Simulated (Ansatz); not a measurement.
Rows from a G0W0 calculation on ZnInGaO4 (R3m) (Ansatz 0.2.0; G0W0 on PBE, plane waves, PAW; PAW set soft_1; 6×6×6 mesh, 110 empty bands, screening to 69 eV, PAW set soft_1 files), in eV. Spin-orbit coupling is left out.

```
row                       k  band   start       Σx  Σc at the solution      Vxc
  A                       Γ    c2  12.018  -13.839              -3.359  -18.314
  B  (0.000, 0.167, -0.500)    v1   7.579  -30.160               5.347  -24.178
  C                       Γ    v1   7.821  -33.444               5.523  -26.998
  D  (0.000, 0.167, -0.500)    c2  14.007  -11.235              -4.217  -16.725
  E                       Γ    c1   8.887  -11.708              -3.001  -15.327
  F  (0.000, 0.167, -0.500)    c1  13.412  -12.984              -3.996  -18.343
```

Give the quasiparticle energies and the shift of each level.

The quasiparticle equation reads E = start + Σx + Σc(E) − Vxc.

```
row  E (eV)  shift (eV)
  A  13.134      +1.116
  B   6.944      −0.635
  C   6.898      −0.923
  D  15.279      +1.272
  E   9.505      +0.618
  F  14.774      +1.362
```

The gap over the computed points goes from 1.07 eV to 2.56 eV.

Limits: not at the basis limit; no spin-orbit coupling.

[Paths, hosts, dates, memory and timing lines, banners, echoed tables and standing remarks are left out of the program output.]

[Logs are printed without paths, hosts, clocks, repeated set-up lines and the standing remarks that a program may print on its own settings, such as how far it seeks lower states.]

[Runs of the session that timed out or met a known fault of the program may be left out.]

[Cells called generated may have been cut or substituted from an entry of the Crystallography Open Database or the Materials Project.]

[Hosts, paths, dates, database ids (printed as entryN), source tags and the programs' standing remarks are cut or masked in the printed files.]
